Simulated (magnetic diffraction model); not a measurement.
# Magnetic neutron pattern of NaCeN4O12

Space group P2_1 (no. 4), a = 6.6910 Å, b = 8.2060 Å, c = 7.4480 Å, β = 92.77°.

```
site  atom       x       y       z
  2a    Ce  0.2589  0.9988  0.7632
  2a    Na  0.7575  0.8082  0.7259
  2a     O  0.4149  0.7315  0.8224
  2a     O  0.1846  0.5214  0.8568
  2a     O  0.9508  0.0895  0.6549
  2a     O  0.5393  0.0439  0.9344
  2a     O  0.3248  0.7322  0.3434
  2a     O  0.4729  0.9482  0.5301
  2a     O  0.1827  0.2340  0.9238
  2a     O  0.0628  0.9010  0.9736
  2a     O  0.6732  0.7628  0.3988
  2a     O  0.0359  0.8812  0.2734
  2a     O  0.5233  0.4510  0.7888
  2a     O  0.1184  0.7984  0.5642
  2a     N  0.3961  0.5788  0.8974
  2a     N  0.5091  0.8501  0.3835
  2a     N  0.1066  0.7407  0.3964
  2a     N  0.0571  0.3763  0.8976
```

The compound is invented for this exercise: a known structure type with other elements, its cell scaled to their sizes and not relaxed.

Only Ce is taken to order (form factors of Ce3+); orders and moment sizes are assumed, and not adapted to the symmetry. Radiation: neutrons of λ = 1.8 Å, 5° to 30°; isotropic B of 0.29 Å² (Ce), 0.47 Å² (Na), 0.4 Å² (O) and 0.56 Å² (N). The intensities are simulated: I ∝ L Σ (|F_N|² + |F_M⊥|²) for unpolarised neutrons, with F_M = 2.695 fm/μB × Σ f(s) S exp(2πi Q·r) exp(−B s²) at Q = H ± k (one set where k and −k are equivalent), only the part normal to Q counting and L = 1/(sin²θ cos θ). For collinear order S is the moment m, which repeats by lattice and centring translations R with the sign exp(−2πi k·R). Form factors are spin-only for 3d ions and dipole or tabulated for f ions, scattering lengths are Sears's of 1992, and absorption is left out. A label names one of the reflections at its angle. The strongest nuclear line in the range is 100, and lines under 0.2 are left out.

Assume the order k = (0 0 0), collinear moments along [101], 1.3 μB on Ce; signs + at (0.2589, 0.9988, 0.7632), − at (0.7411, 0.4988, 0.2368).

Q: Where does magnetic intensity appear, and how strong is it?

```
2θ (°)     index  nuclear  magnetic
 12.59   (0 1 0)      0.0       2.6
 13.90   (0 0 1)      0.2       0.9
 15.48   (1 0 0)      1.0       0.9
 18.80   (0 1 1)    100.0       0.0
 20.00   (1 1 0)     23.2       0.0
 20.35  (1 0 -1)      2.8       0.0
 21.36   (1 0 1)     13.0       0.0
 24.00  (1 1 -1)     33.8       1.3
 24.87   (1 1 1)     20.3       0.3
 25.34   (0 2 0)     26.3       0.0
 28.00   (0 0 2)      0.9       0.0
 29.01   (0 2 1)     54.9       0.8
 29.83   (1 2 0)     18.7       0.7
```

The strongest magnetic line in the range is (0 1 0) at 12.59° (2.6). On top of the Lorentz factor, which all lines share, magnetic lines fade with angle because f falls: for Ce3+ it is 0.96, 0.86, 0.71 and 0.43 at sin θ/λ = 0.1, 0.2, 0.3 and 0.5 Å⁻¹, while nuclear lengths stay constant. The order has no net moment.

[Logs are printed without paths, hosts, clocks, repeated set-up lines and the standing remarks that a program may print on its own settings, such as how far it seeks lower states.]
